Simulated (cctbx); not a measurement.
# Accept or mend?

Cell a = 7.6480 Å, b = 3.3500 Å, c = 9.0270 Å, α = 90.00°, β = 94.79°, γ = 90.00°; space group P2/m (no. 10).

Simulated single-crystal data (cctbx): Cu Kα, λ = 1.54184 Å, to d = 0.83 Å, 50 % of the full sphere, strongest reflection 70000 counts, noise from counting, a 1.5 % proportional error and a noise floor of 15 counts (s.d.); no absorption.

An anisotropic refinement with weights 1/σ² prints:

```text
Rint 0.012, 434 unique reflections to 0.83 A
cycle     R1     wR2    GooF  max shift (A)
   1  0.0270  0.0630   3.145   0.00521
   2  0.0123  0.0289   1.444   0.00000
final R1 0.0123 wR2 0.0289 GooF 1.444  parameters 34  data/parameter 12.8
atom        x        y        z      Ueq    occ   su(xyz)  su(Uiso or U11)
Tl1    0.53662  0.00000  0.32827   0.0125  1.000  0.00004  0.0002
Tl2    0.16468  0.00000  0.14431   0.0175  1.000  0.00005  0.0002
Tl3    0.50000  0.00000  0.00000   0.0204  1.000  0.00000  0.0003
Os1    0.07486  0.00000  0.63440   0.0156  1.000  0.00005  0.0002
Ti1    0.18786  0.50000  0.84171   0.0252  1.000  0.00026  0.0009
Mn1    0.80034  0.50000  0.56468   0.0297  1.000  0.00024  0.0009
difference map: max 0.80 min -1.55 rms 0.24
Q1    0.4581  0.5000  0.0841    2    0.81  1.88 A from Tl3
Q2    0.3172  0.0000  0.5688    2    0.76  1.39 A from Tl1
Q3    0.1669  0.0000  0.7472    2    0.76  1.19 A from Os1
Q4    0.1773  0.2009  0.6125    4    0.75  1.06 A from Os1
Q5    0.1546  0.0000  0.2245    2    0.74  0.73 A from Tl2
Q6    0.5000  0.0000  0.5000    1    0.72  1.60 A from Tl1
```

Q: Accept it or mend it, and why?

Mend it. The fault: wrong element: Mn1 is Ti. Against the right model at the same level, R1 goes from 0.0085 to 0.0123 and GooF from 0.95 to 1.44 and U of Mn1 swells from 0.0227 to 0.0297 Å². Mn1 has 3 electrons too many and its U swells to shed them, as expected.

The compound is Ti4Tl5Os2. The right model at the same level gives:

```text
Rint 0.012, 434 unique reflections to 0.83 A
cycle     R1     wR2    GooF  max shift (A)
   1  0.0220  0.0533   2.659   0.00389
   2  0.0085  0.0190   0.951   0.00000
final R1 0.0085 wR2 0.0190 GooF 0.951  parameters 34  data/parameter 12.8
atom        x        y        z      Ueq    occ   su(xyz)  su(Uiso or U11)
Tl1    0.53663  0.00000  0.32827   0.0124  1.000  0.00003  0.0001
Tl2    0.16472  0.00000  0.14430   0.0174  1.000  0.00003  0.0001
Tl3    0.50000  0.00000  0.00000   0.0203  1.000  0.00000  0.0002
Os1    0.07483  0.00000  0.63440   0.0155  1.000  0.00003  0.0001
Ti1    0.18792  0.50000  0.84184   0.0252  1.000  0.00017  0.0006
Ti2    0.80019  0.50000  0.56475   0.0227  1.000  0.00016  0.0006
difference map: max 0.84 min -0.67 rms 0.17
Q1    0.1581  0.0000  0.2211    2    0.86  0.70 A from Tl2
Q2    0.1560  0.0000  0.7374    2    0.80  1.07 A from Os1
Q3    0.4495  0.5000  0.0877    2    0.73  1.91 A from Tl3
Q4    0.4454  0.0000  0.4995    2    0.66  1.55 A from Tl1
Q5    0.1700  0.5000  0.7796    2    0.66  0.57 A from Ti1
Q6    0.3662  0.0000  0.3536    2    0.56  1.34 A from Tl1
```

The model was made for the exercise: a known structure type with other elements put in, its volume estimated, not relaxed; displacement parameters are assumed.

[Middle refinement cycles are left out of these outputs.]

[Logs are printed without paths, hosts, clocks, repeated set-up lines and the standing remarks that a program may print on its own settings, such as how far it seeks lower states.]
